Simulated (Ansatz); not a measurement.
# InH (model cell, started as layered BN type): phonons and vibrational spectra

Wanted: phonon frequencies of InH (model cell, started as layered BN type) and what follows from them.

Main program and level: Ansatz 0.2.0; DFT PBE, scalar-relativistic, plane waves, PAW.

The structure was built from a prototype and need not be the compound's stable phase.

## 1. The starting structure

It takes space group P6_3/mmc (No. 194, hexagonal). The conventional cell has a = 4.302 Å, b = 4.302 Å, c = 6.210 Å, α = 90.00°, β = 90.00°, γ = 120.00°. Nearest to In lie 3 H at 2.48 Å. H has 3 In at 2.48 Å nearest. Farther neighbours are not listed.

## 2. Bringing the structure to rest

The cell and atoms are relaxed, since residual forces and stress would shift the frequencies.

input.yaml

```yaml
crystal:
  lattice:
    - [4.30241, 0.0, 0.0]
    - [-2.15121, 3.726, 0.0]
    - [0.0, 0.0, 6.21]
  atoms:
    - { symbol: In, position: [0.333333, 0.666667, 0.25] }
    - { symbol: In, position: [0.666667, 0.333333, 0.75] }
    - { symbol: H, position: [0.666667, 0.333333, 0.25] }
    - { symbol: H, position: [0.333333, 0.666667, 0.75] }
kpoints:
  mp_grid: { grid: [12, 12, 6] }
hamiltonian:
  xc: pbe
scf:
  occupations: { method: gaussian, width: 0.1 }
output:
  forces: true
  stress: true
  eigenvalues: true
relax:
  adjacent_minimum: "off"
  f_tol: 0.005
  max_steps: 80
  cell: { stress_tol: 0.05 }
```

Command:

```bash
ansatz run input.yaml --threads 4 --pin off --max-ram 7168MiB --backend cpu --events-out ev --progress --plain --runs-dir out
```

Numbers of over 12 decimals in the logs are rounded to 6 here.

Output:

```text
Warning: the atoms were moved onto the symmetric positions of the space group found under crystal.symmetry.tolerance 1.0e-5 (fractional; no operation is sought that the atoms, as they stand in a round, miss by more than twice it, and no atom is moved by as much as it), and the run uses the moved positions. Before a round's move an operation carried an atom to 4.30e-6 Å from where it should land, the largest such dist [...]
Engine: ansatz 0.2.0, aarch64-unknown-linux-gnu
Pseudopotentials: kind: paw
Pseudopotential: In, paw, valence charge 13, recommended cutoff 420 eV (normal), In.paw.azcp
Pseudopotential: H, paw, valence charge 1, recommended cutoff 420 eV (normal), H.paw.azcp
Functional definition: PBE
  parameter kappa = 0.804
  parameter beta = 0.066725
  exchange = pbe_x(kappa = kappa, mu = beta*pi^2/3)
  correlation = pbe_c(beta = beta)
Crystal: 4 atoms, lattice volume = 99.551 Å³
Basis set: ecut = 420 eV, 1947 PW (Γ), exchange–correlation on 60×60×90 points (8 copies of the dense FFT grid, shifted against one another)
Bands: 18, of which v1, the nominal top of the filled ones, is band 14 counted from 1 (13 counted from 0)
Symmetry: 24 space group operations
Space group: P63/mmc (ITA 194), of the structure as read, at distance tolerance 4.6e-5 Å
k-points: 76 of 864
Non-local potential: In, projectors of the file, l = 0: 2, l = 1: 2, l = 2: 2, l = 3: 2
Non-local potential: H, projectors of the file, l = 0: 2, l = 1: 1
PAW form: soft (Blöchl's): semilocal exchange-correlation on the pseudo side does not see the compensation charge
PAW one-centre angular grid: In, 590 points (default); XC on 64 Gauss nodes
PAW one-centre angular grid: H, 110 points (default); XC on 64 Gauss nodes
Initial density: superposition of atomic densities (neutral atoms: chi_scale 0, normalization atom), corrected by the library's trained network
Initial wavefunctions: pseudopotential atomic-orbital guess
Functional: x = pbe(κ = 0.804, μ = 0.219515), c = pbe(β = 0.066725)
SCF iter   1: F=—  HF=-11224.997393 eV  |F-HF|=—  |Δ(HF+E_count)|=         —  Δρ=1.00e-3  dr2=1.17e-3  ethr=1.77e-3  ⟨swp⟩=5.8  Hψ=6639  notcnv=0
preconditioner: auto → LDOS  [metal: Δε(μ)=0.051 eV  Ē_g=13.652 eV  σ=0.100 eV  W_gap=0.28  n_scr=22 (ndim 8)  ℏωp=19.7 eV  f_vac=0.036  D(μ)=1.39/eV (n_scr^D=2)  β→1.0]
SCF iter   2: F=—  HF=-11224.995916 eV  |F-HF|=—  |Δ(HF+E_count)|=   1.48e-3  Δρ=3.19e-4  dr2=6.60e-5  ethr=4.19e-6  ⟨swp⟩=2.4  Hψ=2971  notcnv=0
SCF iter   3: F=—  HF=-11224.995947 eV  |F-HF|=—  |Δ(HF+E_count)|=   3.02e-5  Δρ=2.69e-4  dr2=5.32e-5  ethr=2.36e-7  ⟨swp⟩=2.0  Hψ=2420  notcnv=0
SCF iter   4: F=—  HF=-11224.995920 eV  |F-HF|=—  |Δ(HF+E_count)|=   2.66e-5  Δρ=2.54e-5  dr2=5.97e-7  ethr=1.90e-7  ⟨swp⟩=2.1  Hψ=2313  notcnv=0
iter 5 did not close the SCF: its close was put off for the readings that it lacked (scf_convergence_deferred on its scf_iter line)
SCF iter   5: F=-11224.995920 eV  HF=-11224.995920 eV  |F-HF|=1.58e-8  |Δ(HF+E_count)|=   4.63e-7  Δρ=6.33e-6  dr2=3.79e-8  ethr=2.13e-9  ⟨swp⟩=2.0  Hψ=2424  notcnv=0
SCF iter   6: F=-11224.995920 eV  HF=-11224.995920 eV  |F-HF|=4.20e-10  |Δ(HF+E_count)|=  7.79e-10  Δρ=4.33e-7  dr2=3.80e-10  ethr=1.35e-10  ⟨swp⟩=3.0  Hψ=5296  notcnv=0
SCF 1 converged in 6 iterations: F = -11224.995920 eV  dr2 = 3.80e-10
  greatest PAW one-centre occupation: 0.983 electrons in one spin orbital (limit 2), on the In atom at site 1 (counted from 0), in its partial waves of l = 2
relax step   1: F+E_penalty+E_count = -11224.99592044 eV  Δ(F+E_penalty+E_count) = +0.000e0 eV  max|allowed force component| = 2.222e-16 eV/Å  Δτ_max = 0.0000 Å  P = -3.704 GPa  Ω = 99.551 Å³  (6 SCF iters, dr2 threshold 1.00e-7 eV, accepted)
Crystal: 4 atoms, lattice volume = 86.523 Å³
Basis set: ecut = 420 eV, 1663 PW (Γ), exchange–correlation on 60×60×90 points (8 copies of the dense FFT grid, shifted against one another)
Initial density: handed on by an earlier stage of this run
Initial wavefunctions: those handed on with the density
iter 1 solved again at ethr=2.21e-5 eV; its pass at ethr=3.10e-3 eV (dr2=6.18e-3 eV) is discarded
SCF iter   1: F=—  HF=-11225.292278 eV  |F-HF|=—  |Δ(HF+E_count)|=         —  Δρ=2.25e-3  dr2=7.13e-3  ethr=2.21e-5  ⟨swp⟩=2.6  Hψ=9400  notcnv=0
preconditioner: auto → Kerker (q_TF=auto, 2.261 Å⁻¹)  [metal: Δε(μ)=0.070 eV  Ē_g=13.817 eV  σ=0.100 eV  W_gap=0.35  n_scr=22 (ndim 8)  ℏωp=21.1 eV  f_vac=0.005  D(μ)=1.65/eV (n_scr^D=8)]
SCF iter   2: F=—  HF=-11225.290140 eV  |F-HF|=—  |Δ(HF+E_count)|=   2.14e-3  Δρ=1.22e-3  dr2=1.83e-3  ethr=2.21e-5  ⟨swp⟩=2.5  Hψ=2440  notcnv=0
SCF iter   3: F=—  HF=-11225.289720 eV  |F-HF|=—  |Δ(HF+E_count)|=   4.20e-4  Δρ=3.81e-4  dr2=1.27e-4  ethr=6.53e-6  ⟨swp⟩=2.5  Hψ=2187  notcnv=0
SCF iter   4: F=—  HF=-11225.289712 eV  |F-HF|=—  |Δ(HF+E_count)|=   7.70e-6  Δρ=9.48e-5  dr2=9.20e-6  ethr=4.54e-7  ⟨swp⟩=2.3  Hψ=2257  notcnv=0
SCF iter   5: F=—  HF=-11225.289714 eV  |F-HF|=—  |Δ(HF+E_count)|=   2.32e-6  Δρ=1.90e-5  dr2=4.40e-7  ethr=3.28e-8  ⟨swp⟩=2.8  Hψ=2288  notcnv=0
SCF iter   6: F=-11225.289715 eV  HF=-11225.289715 eV  |F-HF|=4.31e-8  |Δ(HF+E_count)|=   3.85e-7  Δρ=5.76e-6  dr2=4.42e-8  ethr=1.43e-9  ⟨swp⟩=5.1  Hψ=5467  notcnv=0
SCF 2 converged in 6 iterations: F = -11225.289715 eV  dr2 = 4.42e-8
relax step   2: F+E_penalty+E_count = -11225.28971487 eV  Δ(F+E_penalty+E_count) = -2.938e-1 eV  max|allowed force component| = 4.348e-16 eV/Å  Δτ_max = 0.0000 Å  P = -3.120 GPa  Ω = 86.523 Å³  energy of the carried Pulay correction = +4.692e-3 eV  (6 SCF iters, dr2 threshold 4.00e-7 eV, accepted)
Crystal: 4 atoms, lattice volume = 75.472 Å³
Basis set: ecut = 420 eV, 1519 PW (Γ), exchange–correlation on 60×60×90 points (8 copies of the dense FFT grid, shifted against one another)
iter 1 solved again at ethr=4.04e-5 eV; its pass at ethr=3.10e-3 eV (dr2=1.13e-2 eV) is discarded
SCF iter   1: F=—  HF=-11225.473010 eV  |F-HF|=—  |Δ(HF+E_count)|=         —  Δρ=3.40e-3  dr2=1.24e-2  ethr=4.04e-5  ⟨swp⟩=2.2  Hψ=8948  notcnv=0
preconditioner: auto → Kerker (q_TF=auto, 2.313 Å⁻¹)  [metal: Δε(μ)=0.014 eV  Ē_g=14.105 eV  σ=0.100 eV  W_gap=0.08  n_scr=22 (ndim 8)  ℏωp=22.6 eV  f_vac=0.000  D(μ)=1.59/eV (n_scr^D=8)]
SCF iter   2: F=—  HF=-11225.469452 eV  |F-HF|=—  |Δ(HF+E_count)|=   3.56e-3  Δρ=1.81e-3  dr2=3.40e-3  ethr=4.04e-5  ⟨swp⟩=2.2  Hψ=2309  notcnv=0
SCF iter   3: F=—  HF=-11225.468453 eV  |F-HF|=—  |Δ(HF+E_count)|=   9.98e-4  Δρ=4.64e-4  dr2=2.03e-4  ethr=1.21e-5  ⟨swp⟩=2.1  Hψ=1877  notcnv=0
SCF iter   4: F=—  HF=-11225.468430 eV  |F-HF|=—  |Δ(HF+E_count)|=   2.33e-5  Δρ=1.41e-4  dr2=2.38e-5  ethr=7.26e-7  ⟨swp⟩=2.1  Hψ=2401  notcnv=0
SCF iter   5: F=—  HF=-11225.468432 eV  |F-HF|=—  |Δ(HF+E_count)|=   2.15e-6  Δρ=4.00e-5  dr2=2.11e-6  ethr=8.51e-8  ⟨swp⟩=2.1  Hψ=1714  notcnv=0
SCF iter   6: F=-11225.468433 eV  HF=-11225.468433 eV  |F-HF|=5.39e-8  |Δ(HF+E_count)|=   1.03e-6  Δρ=9.85e-6  dr2=7.63e-8  ethr=1.43e-9  ⟨swp⟩=6.3  Hψ=6570  notcnv=0
SCF 3 converged in 6 iterations: F = -11225.468433 eV  dr2 = 7.63e-8
relax step   3: F+E_penalty+E_count = -11225.46843321 eV  Δ(F+E_penalty+E_count) = -1.787e-1 eV  max|allowed force component| = 1.027e-15 eV/Å  Δτ_max = 0.0000 Å  P = -1.333 GPa  Ω = 75.472 Å³  energy of the carried Pulay correction = +9.206e-3 eV  (6 SCF iters, dr2 threshold 4.00e-7 eV, accepted)
[...]
relax step   4: F+E_penalty+E_count = -11225.48987844 eV  Δ(F+E_penalty+E_count) = -2.145e-2 eV  max|allowed force component| = 2.961e-16 eV/Å  Δτ_max = 0.0000 Å  P = +0.659 GPa  Ω = 70.975 Å³  energy of the carried Pulay correction = +1.115e-2 eV  (6 SCF iters, dr2 threshold 4.00e-7 eV, accepted)
[...]
relax step   5: F+E_penalty+E_count = -11225.49200154 eV  Δ(F+E_penalty+E_count) = -2.123e-3 eV  max|allowed force component| = 4.252e-16 eV/Å  Δτ_max = 0.0000 Å  P = +0.141 GPa  Ω = 72.563 Å³  energy of the carried Pulay correction = +1.040e-2 eV  (5 SCF iters, dr2 threshold 4.00e-7 eV, accepted)
[...]
relax step   6: F+E_penalty+E_count = -11225.49258347 eV  Δ(F+E_penalty+E_count) = -5.819e-4 eV  max|allowed force component| = 5.922e-16 eV/Å  Δτ_max = 0.0000 Å  P = +0.022 GPa  Ω = 72.734 Å³  energy of the carried Pulay correction = +1.034e-2 eV  (5 SCF iters, dr2 threshold 1.55e-7 eV, accepted)
[...]
relax step   7: F+E_penalty+E_count = -11225.48715593 eV  Δ(F+E_penalty+E_count) = +5.428e-3 eV  max|allowed force component| = 6.569e-16 eV/Å  Δτ_max = 0.0000 Å  P = -0.031 GPa  Ω = 72.734 Å³  stress off target by 7.14e-2 GPa  SCF on the basis re-selected at this cell (its energy is not comparable with the rows above)  (6 SCF iters)
[...]
relax step   8: F+E_penalty+E_count = -11225.48725897 eV  Δ(F+E_penalty+E_count) = -1.030e-4 eV  max|allowed force component| = 3.975e-16 eV/Å  Δτ_max = 0.0000 Å  P = -0.003 GPa  Ω = 72.600 Å³  energy of the carried Pulay correction = +6.439e-5 eV  (4 SCF iters, dr2 threshold 1.27e-8 eV, accepted)
iter 1 solved again at ethr=3.29e-7 eV; its pass at ethr=3.10e-3 eV (dr2=9.22e-5 eV) is discarded
SCF iter   1: F=—  HF=-11225.487192 eV  |F-HF|=—  |Δ(HF+E_count)|=         —  Δρ=6.56e-6  dr2=7.70e-9  ethr=3.29e-7  ⟨swp⟩=2.3  Hψ=9804  notcnv=0
eigensolver tolerance schedule: the retry pair's looser diagonalisation over-reported the residual by 11973.47 of it (diagonalisation noise at an unbounded share of the residual, at the tolerance the schedule requests for it); recorded, not acted on — ethr = c·dr2/N_el stays at c = 1.0e-1
preconditioner: auto → Kerker (q_TF=auto, 2.328 Å⁻¹)  [metal: Δε(μ)=0.051 eV  Ē_g=14.295 eV  σ=0.100 eV  W_gap=0.28  n_scr=22 (ndim 8)  ℏωp=23.1 eV  f_vac=0.000  D(μ)=1.18/eV (n_scr^D=2)]
SCF iter   2: F=—  HF=-11225.487188 eV  |F-HF|=—  |Δ(HF+E_count)|=   3.91e-6  Δρ=3.82e-6  dr2=3.74e-9  ethr=2.75e-11  ⟨swp⟩=3.0  Hψ=3406  notcnv=0
SCF iter   3: F=—  HF=-11225.487188 eV  |F-HF|=—  |Δ(HF+E_count)|=   8.49e-9  Δρ=2.09e-6  dr2=1.93e-9  ethr=1.33e-11  ⟨swp⟩=2.0  Hψ=2430  notcnv=0
SCF iter   4: F=—  HF=-11225.487188 eV  |F-HF|=—  |Δ(HF+E_count)|=  9.13e-10  Δρ=9.89e-7  dr2=5.31e-10  ethr=6.91e-12  ⟨swp⟩=2.0  Hψ=2054  notcnv=0
SCF iter   5: F=—  HF=-11225.487188 eV  |F-HF|=—  |Δ(HF+E_count)|=  5.46e-12  Δρ=6.30e-7  dr2=1.81e-10  ethr=1.90e-12  ⟨swp⟩=2.0  Hψ=2430  notcnv=0
SCF iter   6: F=-11225.487188 eV  HF=-11225.487188 eV  |F-HF|=2.55e-11  |Δ(HF+E_count)|=  7.64e-11  Δρ=2.23e-7  dr2=2.13e-11  ethr=1.00e-12  ⟨swp⟩=2.6  Hψ=5184  notcnv=0
SCF 9 converged in 6 iterations: F = -11225.487188 eV  dr2 = 2.13e-11
relax step   9: F+E_penalty+E_count = -11225.48718772 eV  Δ(F+E_penalty+E_count) = +7.125e-5 eV  max|allowed force component| = 3.516e-16 eV/Å  Δτ_max = 0.0000 Å  P = -0.003 GPa  Ω = 72.600 Å³  stress off target by 4.47e-3 GPa  SCF on the basis re-selected at this cell (its energy is not comparable with the rows above)  (6 SCF iters)
basis re-selected at this cell: Δ(F+E_penalty+E_count) = +7.125e-5 eV, ΔP = -0.000 GPa vs the last step (what re-selecting the basis moved, of the pressure what is left beyond the Pulay correction that the steps carried, after the strain that the cell walked since its last selection, with what the two solves' SCF thresholds leave and, on support functions, any second-order correction that the steps lacked; it is no m [...]
SCF converged after 6 iterations
Free energy (F): -11225.487188 eV
Harris-Foulkes:  -11225.487188 eV  (|F-HF|=2.55e-11)
Internal energy: -11225.481265 eV  (E = F + TS)
E sigma→0 (E₀):  -11225.484226 eV
Entropy (-TS):   -0.005923 eV (-1.481 meV/atom)
Fermi energy:    6.980709 eV
--- Per-component energies (eV) ---
  E_band       = -126.563664
  E_kinetic    = 505.648052
  E_local      = -2498.421926  (includes V_loc(G=0)·N_el)
  E_nonlocal   = 734.854832
  E_hartree    = 974.549164
  E_xc         = -448.452289
  E_vxc        = -221.017394  (∫ρ·V_xc dr)
  E_paw        = -8303.803074  (= ΣΔE_a)
  E_vpaw       = -596.723353  (= ΣTr[D̂ρ^β])
  E_aug_tail   = -0.001948  (compensation charges beyond the density's cutoff)
  E_ewald      = -2189.854077
  E_smearing   = -0.005923  (= −TS)
  E_closure    = -0.000000  (closes the sum)
  Σ components = -11225.487188   (vs F -11225.487188, Δ=0.00e0)
--- Forces (eV/Å), atoms counted from 1 ---
  atom   1  In    -0.00000000    -0.00000000    -0.00000000
  atom   2  In     0.00000000     0.00000000     0.00000000
  atom   3  H     -0.00000000    -0.00000000    -0.00000000
  atom   4  H      0.00000000     0.00000000     0.00000000
  max |Σ_I F_I| component: 7.37e-17 eV/Å
--- Stress (GPa, compression-positive) ---
       -0.004473       0.000000       0.000000
       -0.000000      -0.004473       0.000000
        0.000000       0.000000       0.000749
  P = ⅓ Tr σ = -0.0027 GPa (-0.027 kbar)
--- Band table (eV; the first three rows and the last of 76) ---
  k-point 0: bands = [... 10 lower, -2.3092, 0.7472, 4.5043, 9.6572, 9.9901, 12.1924, 12.1924, 14.0152]
  k-point 1: bands = [... 10 lower, -2.1918, 0.3132, 5.1571, 9.7400, 9.8254, 12.3024, 12.3024, 13.9124]
  k-point 2: bands = [... 10 lower, -1.8409, -0.5042, 6.5920, 9.2937, 10.0190, 12.0387, 12.6173, 12.6173]
  k-point 75: bands = [... 10 lower, 2.1545, 2.1545, 3.4987, 3.4987, 6.5611, 6.5611, 11.0277, 11.0277]
--- Relaxed structure (7 steps of the walk, 7 accepted, 2 SCFs on fresh bases) ---
  F+E_penalty+E_count = -11225.48718772 eV   max|allowed force component| = 3.516e-16 eV/Å   (the final SCF, on the basis selected at the relaxed cell)
  cell:  # Å, volume = 72.6001 Å³
    - [3.772197, 2.530997506977562e-6, 0]
    - [-1.886101, 3.266817, 0]
    - [0, 0.0, 5.891388]
  atoms:
    - { symbol: In, position: [0.333333, 0.666667, 0.250000] }
    - { symbol: In, position: [0.666667, 0.333333, 0.75] }
    - { symbol: H, position: [0.666667, 0.333333, 0.250000] }
    - { symbol: H, position: [0.333333, 0.666667, 0.75] }
```

Elapsed: 14 s, on 4 threads of Arm Neoverse V2, shared host; peak memory 0.47 GiB; 54 s of CPU time.

Relaxation path:

```csv
step,energy less that of the first step (eV),largest force component (eV/Å),pressure (GPa),volume (Å³)
1,0.0000,0.0000,-3.70,99.55
2,-0.2938,0.0000,-3.12,86.52
3,-0.4725,0.0000,-1.33,75.47
4,-0.4940,0.0000,0.66,70.98
5,-0.4961,0.0000,0.14,72.56
6,-0.4967,0.0000,0.02,72.73
7*,-0.4912,0.0000,-0.03,72.73
8,-0.4913,0.0000,0.00,72.60
9*,-0.4913,0.0000,0.00,72.60
```

Relaxation steps marked * repeat the geometry before them on a plane-wave basis chosen anew for their cell, so energy and pressure can jump there.

The run keeps the 24 symmetry operations that it works with, so distortions that break them were not tested.

```csv
cell as run,before,after,change
a (Å),4.302,3.772,-12.3 %
b (Å),4.302,3.772,-12.3 %
c (Å),6.210,5.891,-5.1 %
volume (Å³/atom),24.89,18.15,-27.1 %
```

The relaxed structure:

```cif
data_structure
_symmetry_space_group_name_H-M 'P 1'
_symmetry_Int_Tables_number 1
_cell_length_a 3.7722
_cell_length_b 3.7722
_cell_length_c 5.8914
_cell_angle_alpha 90.000
_cell_angle_beta 90.000
_cell_angle_gamma 120.000
_cell_volume 72.60
loop_
_atom_site_label
_atom_site_type_symbol
_atom_site_fract_x
_atom_site_fract_y
_atom_site_fract_z
_atom_site_occupancy
In1 In 0.33333 0.66667 0.25000 1
In2 In 0.66667 0.33333 0.75000 1
H3 H 0.66667 0.33333 0.25000 1
H4 H 0.33333 0.66667 0.75000 1
```

Numbers from this step:

```
pressure          : -0.002732 GPa
volume per atom   : 18.15 Å³
gap on the k-mesh : 0 eV
```

In this step the volume went from 24.89 to 18.15 Å³/atom.

## 3. Relaxation

The relaxation is repeated from its end on the same settings, as a check that it has come to rest.

input.yaml, the sections that differ from step 2:

```yaml
crystal:
  lattice:
    - [3.7721968407, 2.531e-06, 0.0]
    - [-1.8861006122, 3.2668170266, 0.0]
    - [0.0, 0.0, 5.8913884265]
  atoms:
    - { symbol: In, position: [0.3333333333, 0.6666666667, 0.25] }
    - { symbol: In, position: [0.6666666667, 0.3333333333, 0.75] }
    - { symbol: H, position: [0.6666666667, 0.3333333333, 0.25] }
    - { symbol: H, position: [0.3333333333, 0.6666666667, 0.75] }
output:
  forces: true
  stress: true
  eigenvalues: true
  write_density: true
  write_potential: true
  elf: true
  volumetric_format: npy
# kpoints, hamiltonian, scf, relax: as in step 2
```

Output:

```text
[...]
Crystal: 4 atoms, lattice volume = 72.600 Å³
Basis set: ecut = 420 eV, 1423 PW (Γ), exchange–correlation on 54×54×80 points (8 copies of the dense FFT grid, shifted against one another)
Bands: 18, of which v1, the nominal top of the filled ones, is band 14 counted from 1 (13 counted from 0)
Symmetry: 24 space group operations
[...]
k-points: 76 of 864
[...]
--- Relaxed structure (1 steps of the walk, 1 accepted, 1 SCFs on fresh bases) ---
[...]
cell:  # Å, volume = 72.6001 Å³
    - [3.772197, 2.530965187551085e-6, 0.0]
    - [-1.886101, 3.266817, 0.0]
    - [0.0, 0.0, 5.8913884265]
  atoms:
    - { symbol: In, position: [0.333333, 0.666667, 0.250000] }
    - { symbol: In, position: [0.666667, 0.333333, 0.750000] }
    - { symbol: H, position: [0.666667, 0.333333, 0.250000] }
    - { symbol: H, position: [0.333333, 0.666667, 0.750000] }
[key lines of the parts left out:]
SCF converged after 5 iterations
Free energy (F): -11225.487188 eV
Fermi energy:    6.980710 eV
P = ⅓ Tr σ = -0.0027 GPa (-0.027 kbar)
```

Elapsed: 3.1 s, on 4 threads; peak memory 0.42 GiB; 12 s of CPU time.

Little changed from the start: no atom moved by 0.005 Å and no cell edge by 0.1 %.

This step gave:

```
pressure : -0.002737 GPa
```

In this step the volume went from 18.15 to 18.15 Å³/atom.

## 4. Tight relaxation

Phonons need a cell at rest on their own settings, so the relaxation is repeated with tight tolerances on forces and stress, using the mesh and the filling of the phonon run that follows.

input.yaml, the sections that differ from step 3:

```yaml
scf:
  occupations: { method: methfessel_paxton, width: 0.15 }
output:
  forces: true
  stress: true
  eigenvalues: true
relax:
  adjacent_minimum: "off"
  f_tol: 0.001
  max_steps: 60
  cell: { stress_tol: 0.01 }
# crystal, kpoints, hamiltonian: as in step 3
```

Output:

```text
[...]
Crystal: 4 atoms, lattice volume = 72.600 Å³
Basis set: ecut = 420 eV, 1423 PW (Γ), exchange–correlation on 54×54×80 points (8 copies of the dense FFT grid, shifted against one another)
Bands: 18, of which v1, the nominal top of the filled ones, is band 14 counted from 1 (13 counted from 0)
Symmetry: 24 space group operations
[...]
k-points: 76 of 864
[...]
--- Relaxed structure (1 steps of the walk, 1 accepted, 1 SCFs on fresh bases) ---
[...]
cell:  # Å, volume = 72.6001 Å³
    - [3.772197, 2.530965187551085e-6, 0.0]
    - [-1.886101, 3.266817, 0.0]
    - [0.0, 0.0, 5.8913884265]
  atoms:
    - { symbol: In, position: [0.333333, 0.666667, 0.250000] }
    - { symbol: In, position: [0.666667, 0.333333, 0.750000] }
    - { symbol: H, position: [0.666667, 0.333333, 0.250000] }
    - { symbol: H, position: [0.333333, 0.666667, 0.750000] }
[key lines of the parts left out:]
SCF converged after 6 iterations
Free energy (F): -11225.484150 eV
Fermi energy:    6.977502 eV
P = ⅓ Tr σ = -0.0040 GPa (-0.040 kbar)
```

Wall time 3 s (4 threads); peak memory 0.41 GiB.

Little changed from the start: no atom moved by 0.005 Å and no cell edge by 0.1 %.

This step gave:

| Item | Value |
| --- | --- |
| pressure | -0.004038 GPa |

The forces vanish by symmetry and the pressure is -0.004 GPa, within the tolerances set. The cell now holds 18.15 Å³/atom.

(Continued in part 2 of 2.)

[Logs are printed without paths, hosts, clocks, repeated set-up lines and the standing remarks that a program may print on its own settings, such as how far it seeks lower states.]

[Hosts, paths, dates, database ids (printed as entryN), source tags and the programs' standing remarks are cut or masked in the printed files.]
